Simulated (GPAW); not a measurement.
# How AlRu absorbs and reflects light

Aim: the dielectric function of AlRu, and the optical constants that follow from it.

Method: DFT, PBE, plane-wave PAW (GPAW data sets), scalar-relativistic, RPA, optical limit, in GPAW 26.7.0.

### 1. Set-up

The structure is cubic, space group Pm-3m (No. 221). The conventional cell has a = 2.992 Å, b = 2.992 Å, c = 2.992 Å, α = 90.00°, β = 90.00°, γ = 90.00°. Ru has 8 Al at 2.59 Å nearest. Nearest to Al lie 8 Ru at 2.59 Å. Farther neighbours are not listed.

### 2. Ground state

First the ground state: is it a metal or has it a gap?

This step: DFT, PBE, plane-wave PAW (GPAW data sets), scalar-relativistic, ground state (GPAW 26.7.0).

The input, gs.py:

```python
from ase import Atoms
from ase.dft.bandgap import bandgap
from gpaw import GPAW, PW, FermiDirac

atoms = Atoms(['Ru', 'Al'],
              cell=[[2.991600000000, 0.000000000000, 0.000000000000],
                    [0.000000000000, 2.991600000000, 0.000000000000],
                    [0.000000000000, 0.000000000000, 2.991600000000]],
              scaled_positions=[[0.500000000000, 0.500000000000, 0.500000000000],
                                [0.000000000000, 0.000000000000, 0.000000000000]],
              pbc=[True, True, True])
atoms.calc = GPAW(mode=PW(500), xc='PBE', kpts={'size': (8, 8, 8), 'gamma': True},
                  occupations=FermiDirac(0.05), maxiter=150, txt='gs.txt')
print('energy (eV)', atoms.get_potential_energy())
print('Fermi level (eV)', atoms.calc.get_fermi_level())
print('valence electrons', atoms.calc.get_number_of_electrons())
print('gap (eV)', bandgap(atoms.calc, output=None)[0])
print('direct gap (eV)', bandgap(atoms.calc, direct=True, output=None)[0])
atoms.calc.write('gs.gpw')
```

Started as:

```bash
> OMP_NUM_THREADS=1 python gs.py
```

Numbers of over 12 decimals in the logs are rounded to 6 here.

Log:

```text
__  _  _
 | _ |_)|_||  |
 |__||  | ||/\| - 26.7.0

Versions:
  Python: 3.12.14
  ASE:    3.29.0
  Numpy:  2.5.5
  Scipy:  1.18.1
  Libxc:  7.0.0

Input parameters:
  mode=PW(ecut=500.0),
  kpts=MonkhorstPack(size=(8, 8, 8), gamma=True),
  maxiter=150,
  occupations=Occupations(name='fermi-dirac', width=0.05, fixmagmom=False),
  xc=XC(name='PBE')

Diagonalizing LCAO Hamiltonian
Converting LCAO to pw mode
   .------.
  /|      |
 * |      |
 | |  Ru  |
 | .------.
 |/      /
 Al-----*

Atoms  # Å, Bohr magnetons
|   | symbol |        x |        y |        z |    initial magnetic moments |
| 0 |     Ru | 1.495800 | 1.495800 | 1.495800 | ( 0.0000,  0.0000,  0.0000) |
| 1 |     Al | 0.000000 | 0.000000 | 0.000000 | ( 0.0000,  0.0000,  0.0000) |

Unit cell  # Å
| periodic |        x |        y |        z |  lengths |    angles |
|      yes | 2.991600 | 0.000000 | 0.000000 | 2.991600 | 90.000000 |
|      yes | 0.000000 | 2.991600 | 0.000000 | 2.991600 | 90.000000 |
|      yes | 0.000000 | 0.000000 | 2.991600 | 2.991600 | 90.000000 |

Number of symmetries: 48
Symmetry operations  # r_c * U_cc + t_c -> r_c
|    | kind |            matrix            |
|  0 |  E   |  1, 0, 0,  0, 1, 0,  0, 0, 1 |
|  1 |  σ   |  1, 0, 0,  0, 1, 0,  0, 0,-1 |
|  2 |  σ   |  1, 0, 0,  0, 0, 1,  0, 1, 0 |
|  3 |  C4  |  1, 0, 0,  0, 0, 1,  0,-1, 0 |
|  4 |  C4  |  1, 0, 0,  0, 0,-1,  0, 1, 0 |
|  5 |  σ   |  1, 0, 0,  0, 0,-1,  0,-1, 0 |
|  6 |  σ   |  1, 0, 0,  0,-1, 0,  0, 0, 1 |
|  7 |  C2  |  1, 0, 0,  0,-1, 0,  0, 0,-1 |
|  8 |  σ   |  0, 1, 0,  1, 0, 0,  0, 0, 1 |
|  9 |  C2  |  0, 1, 0,  1, 0, 0,  0, 0,-1 |
| 10 |  C3  |  0, 1, 0,  0, 0, 1,  1, 0, 0 |
| 11 |  S6  |  0, 1, 0,  0, 0, 1, -1, 0, 0 |
| 12 |  S6  |  0, 1, 0,  0, 0,-1,  1, 0, 0 |
| 13 |  C3  |  0, 1, 0,  0, 0,-1, -1, 0, 0 |
| 14 |  C4  |  0, 1, 0, -1, 0, 0,  0, 0, 1 |
| 15 |  S4  |  0, 1, 0, -1, 0, 0,  0, 0,-1 |
| 16 |  C3  |  0, 0, 1,  1, 0, 0,  0, 1, 0 |
| 17 |  S6  |  0, 0, 1,  1, 0, 0,  0,-1, 0 |
| 18 |  σ   |  0, 0, 1,  0, 1, 0,  1, 0, 0 |
| 19 |  C4  |  0, 0, 1,  0, 1, 0, -1, 0, 0 |
| 20 |  C2  |  0, 0, 1,  0,-1, 0,  1, 0, 0 |
| 21 |  S4  |  0, 0, 1,  0,-1, 0, -1, 0, 0 |
| 22 |  S6  |  0, 0, 1, -1, 0, 0,  0, 1, 0 |
| 23 |  C3  |  0, 0, 1, -1, 0, 0,  0,-1, 0 |
| 24 |  S6  |  0, 0,-1,  1, 0, 0,  0, 1, 0 |
| 25 |  C3  |  0, 0,-1,  1, 0, 0,  0,-1, 0 |
| 26 |  C4  |  0, 0,-1,  0, 1, 0,  1, 0, 0 |
| 27 |  σ   |  0, 0,-1,  0, 1, 0, -1, 0, 0 |
| 28 |  S4  |  0, 0,-1,  0,-1, 0,  1, 0, 0 |
| 29 |  C2  |  0, 0,-1,  0,-1, 0, -1, 0, 0 |
| 30 |  C3  |  0, 0,-1, -1, 0, 0,  0, 1, 0 |
| 31 |  S6  |  0, 0,-1, -1, 0, 0,  0,-1, 0 |
| 32 |  C4  |  0,-1, 0,  1, 0, 0,  0, 0, 1 |
| 33 |  S4  |  0,-1, 0,  1, 0, 0,  0, 0,-1 |
| 34 |  S6  |  0,-1, 0,  0, 0, 1,  1, 0, 0 |
| 35 |  C3  |  0,-1, 0,  0, 0, 1, -1, 0, 0 |
| 36 |  C3  |  0,-1, 0,  0, 0,-1,  1, 0, 0 |
| 37 |  S6  |  0,-1, 0,  0, 0,-1, -1, 0, 0 |
| 38 |  σ   |  0,-1, 0, -1, 0, 0,  0, 0, 1 |
| 39 |  C2  |  0,-1, 0, -1, 0, 0,  0, 0,-1 |
| 40 |  σ   | -1, 0, 0,  0, 1, 0,  0, 0, 1 |
| 41 |  C2  | -1, 0, 0,  0, 1, 0,  0, 0,-1 |
| 42 |  C2  | -1, 0, 0,  0, 0, 1,  0, 1, 0 |
| 43 |  S4  | -1, 0, 0,  0, 0, 1,  0,-1, 0 |
| 44 |  S4  | -1, 0, 0,  0, 0,-1,  0, 1, 0 |
| 45 |  C2  | -1, 0, 0,  0, 0,-1,  0,-1, 0 |
| 46 |  C2  | -1, 0, 0,  0,-1, 0,  0, 0, 1 |
| 47 |  i   | -1, 0, 0,  0,-1, 0,  0, 0,-1 |

BZ-sampling:
  Number of BZ points: 512
  Number of IBZ points: 35

  Monkhorst-Pack size: [8, 8, 8]
  Monkhorst-Pack shift: [0.0625, 0.0625, 0.0625]

K-points  # in reciprocal-cell coordinates
|     |                                coordinates |     weight |
|   0 | (  0.00000000,   0.00000000,   0.00000000) | 0.00195312 |
|   1 | (  0.12500000,   0.00000000,   0.00000000) | 0.01171875 |
|   2 | (  0.12500000,   0.12500000,   0.00000000) | 0.02343750 |
|   3 | (  0.12500000,   0.12500000,   0.12500000) | 0.01562500 |
|   4 | (  0.25000000,   0.00000000,   0.00000000) | 0.01171875 |
|   5 | (  0.25000000,   0.12500000,   0.00000000) | 0.04687500 |
|   6 | (  0.25000000,   0.12500000,   0.12500000) | 0.04687500 |
|   7 | (  0.25000000,   0.25000000,   0.00000000) | 0.02343750 |
|   8 | (  0.25000000,   0.25000000,   0.12500000) | 0.04687500 |
|   9 | (  0.25000000,   0.25000000,   0.25000000) | 0.01562500 |
| ... |                                            |            |
|  34 | (  0.50000000,   0.50000000,   0.50000000) | 0.00195312 |

Plane wave coefficients: 691
Cutoff: 500.0 eV

Spin-components: 1 (collinear spins)
Bands:           16
Projectors:      11
Spin-degeneracy: 2
Datatype:        complex128

Parallelization:
  kpt:    1
  domain: 1
  band:   1

Density:
  Valence electrons: 19.0
  Components: 1
  Grid points: [16 16 16]
  Charge: 0.0  # |e|

Potential:
  Grid points: [16 16 16]

species:
  Ru:
    name:    Ruthenium
    id:
    Z:       44.0
    valence: 16
    core:    28
    charge:  0.0  # [|e|]
    compensation charges:
      type: gauss
      rc: 0.39  # [Å]
      lmax: 2
    cutoffs:
      filter: 2.16  # [Å]
      core: 1.30  # [Å]
    projectors
    | kind |    occ | energy [eV] | rcut [Å] |
    |   4s |  2.000 |     -76.316 |    1.281 |
    |   5s |  1.000 |      -4.236 |    1.281 |
    |   4p |  6.000 |     -46.423 |    1.286 |
    |   5p |  0.000 |      -0.913 |    1.286 |
    |   4d |  7.000 |      -5.203 |    1.254 |
    |    d |        |      22.008 |    1.254 |

    Using partial waves for Ru as LCAO basis

  Al:
    name:    Aluminium
    id:
    Z:       13.0
    valence: 3
    core:    10
    charge:  0.0  # [|e|]
    compensation charges:
      type: gauss
      rc: 0.34  # [Å]
      lmax: 2
    cutoffs:
      filter: 1.91  # [Å]
      core: 2.36  # [Å]
    projectors
    | kind |    occ | energy [eV] | rcut [Å] |
    |   3s |  2.000 |      -7.753 |    1.085 |
    |   3p |  1.000 |      -2.712 |    1.085 |
    |    s |        |      19.459 |    1.085 |
    |    p |        |      24.499 |    1.085 |
    |    d |        |       0.000 |    1.085 |

    Using partial waves for Al as LCAO basis

Reference energy: -129848.548248  # eV

eigensolver:
  PPCG
  Converge bands: occupied
  niter=2

density mixing:
  MSR1-Mixer
  Pratt-step length: 0.05
  Maximum mixing coefficient: 0.75
  Old densities: 10
  SVD Regularization: 0.005
  Good broyden scale: 1.0
  Trust region scale: 1.0
  Backstep threshold: 4.0
  History deletion threshold: 6.0
  Fourier metric: weight=20.0, sigma=0.015

occupation numbers:
  Fermi-Dirac:
    width: 0.0500  # eV

poisson solver:
  ecut: 4000.0  # eV

xc functional:
  name: PBE with 2 nearest neighbor stencil

convergence criteria:
- Maximum [total energy] change in last 3 cyles: 0.0005 eV / valence electron
- Maximum integral of absolute [dens]ity change: 0.0001 electrons / valence electron
- Maximum integral of absolute [eigenst]ate change: 4e-08 eV^2 / valence electron
maximum number of iterations: 150

SCF iterations
|iter     |      energy | eigst |  dens |
|iter:   1||  -15.234301 | +0.45 |       |
|iter:   2||  -14.954502 | -1.87 | -1.02 |
|iter:   3||  -14.403193 | -1.26 | -1.08 |
|iter:   4||  -14.387758 | -2.77 | -1.71 |
|iter:   5||  -14.388558 | -3.32 | -1.91 |
|iter:   6||  -14.388495c| -4.70 | -2.79 |
|iter:   7||  -14.388521c| -5.45 | -3.25 |
|iter:   8||  -14.388519c| -7.58c| -4.17c|

Converged in 8 steps
SCF loop duration: 4.657 s (0.582 s/step)
Energy contributions relative to reference atoms: (reference = -129848.548248)

Energy contributions:
  Kinetic:           6.160408
  Coulomb:          -6.060430
  Zero:             -0.229332
  External:          0.000000
  Xc:              -14.249485
  Entropy:          -0.019359
  Spinorbit:         0.000000
  ----------------------------
  Free energy:     -14.398198
  Extrapolated:    -14.388519

dipole moment: (-5.107486, -5.107486, -5.107486)  # |e|*Ang

Fermi level: 10.561
Eigenvalues  # (at kpt = [0.000, 0.000, 0.000])
| band index |      eig [eV] | occ [0-2] |
|          0 |       -61.258 |     2.000 |
|          1 |       -31.244 |     2.000 |
|          2 |       -31.244 |     2.000 |
|          3 |       -31.244 |     2.000 |
|          4 |         0.838 |     2.000 |
|          5 |         6.955 |     2.000 |
|          6 |         6.955 |     2.000 |
|          7 |        10.700 |     0.118 |
|          8 |        10.700 |     0.118 |
|          9 |        10.700 |     0.118 |
|         10 |        16.587 |     0.000 |
|         11 |        16.587 |     0.000 |
|         12 |        16.587 |     0.000 |
|         13 |        21.430 |     0.000 |
|         14 |        21.430 |     0.000 |
|         15 |        25.611 |     0.000 |

No gap
No difference between direct/indirect transitions

--- standard output ---
energy (eV) -14.388519
Fermi level (eV) 10.561343
valence electrons 19.0
gap (eV) 0.0
direct gap (eV) 0.0
```

Elapsed: 6.7 s, on 1 thread of Arm Neoverse V1, shared host; peak memory 0.13 GiB.

Read-outs, printed or worked out from the files:

* energy: -14.39 eV
* Fermi energy: 10.56 eV
* electrons: 19

There are states at the Fermi level within the smearing, so the occupations stay smeared and the carriers get a Drude term.

### 3. Bands for the response

The response needs many more empty bands than the density does.

This step: DFT, PBE, plane-wave PAW (GPAW data sets), scalar-relativistic, bands at fixed density (GPAW 26.7.0).

The input, nscf.py:

```python
from ase.dft.bandgap import bandgap
from gpaw import GPAW, FermiDirac

calc = GPAW('gs.gpw').fixed_density(kpts={'size': (15, 15, 15), 'gamma': True}, nbands=31, convergence={'bands': 25},
                                    occupations=FermiDirac(0.05), txt='nscf.txt')
print('gap (eV)', bandgap(calc, output=None)[0])
print('direct gap (eV)', bandgap(calc, direct=True, output=None)[0])
print('top band over the Fermi level (eV)', min(calc.get_eigenvalues(kpt=k)[24] for k in range(len(calc.get_ibz_k_points()))) - calc.get_fermi_level())
calc.write('full.gpw', mode='all')
```

Started as:

```bash
> OMP_NUM_THREADS=1 python nscf.py
```

Log:

```text
Diagonalizing LCAO Hamiltonian
Converting LCAO to pw mode
convergence criteria:
- Maximum integral of absolute [eigenst]ate change: 4e-08 eV^2 / valence electron
maximum number of iterations: 150

SCF iterations
|iter     |      energy | eigst |  dens |
|iter:   1||             | +2.88 |       |
|iter:   2||             | +0.80 |       |
|iter:   3||             | -1.26 |       |
|iter:   4||             | -2.98 |       |
|iter:   5||             | -4.80 |       |
|iter:   6||             | -6.20 |       |
|iter:   7||             | -7.68c|       |
SCF steps: 7
  __  _  _
 | _ |_)|_||  |
 |__||  | ||/\| - 26.7.0

Versions:
  Python: 3.12.14
  ASE:    3.29.0
  Numpy:  2.5.5
  Scipy:  1.18.1
  Libxc:  7.0.0

Input parameters:
  mode=PW(ecut=500.0),
  convergence={'bands': 25},
  gpts=array([16, 16, 16]),
  kpts=MonkhorstPack(size=(15, 15, 15), gamma=True),
  maxiter=150,
  nbands=31,
  occupations=Occupations(name='fermi-dirac', width=0.05, fixmagmom=False),
  parallel={},
  xc=XC(name='PBE')

--- standard output ---
gap (eV) 0.0
direct gap (eV) 0.0
top band over the Fermi level (eV) 26.957600
```

It took 28 s on 1 thread; peak memory 0.19 GiB.

[end of part 1 of 2]

[Machine, clock and banner lines and Python warnings are left out of the logs.]

[Logs are printed without paths, hosts, clocks, repeated set-up lines and the standing remarks that a program may print on its own settings, such as how far it seeks lower states.]

[Hosts, paths, dates, database ids (printed as entryN), source tags and the programs' standing remarks are cut or masked in the printed files.]
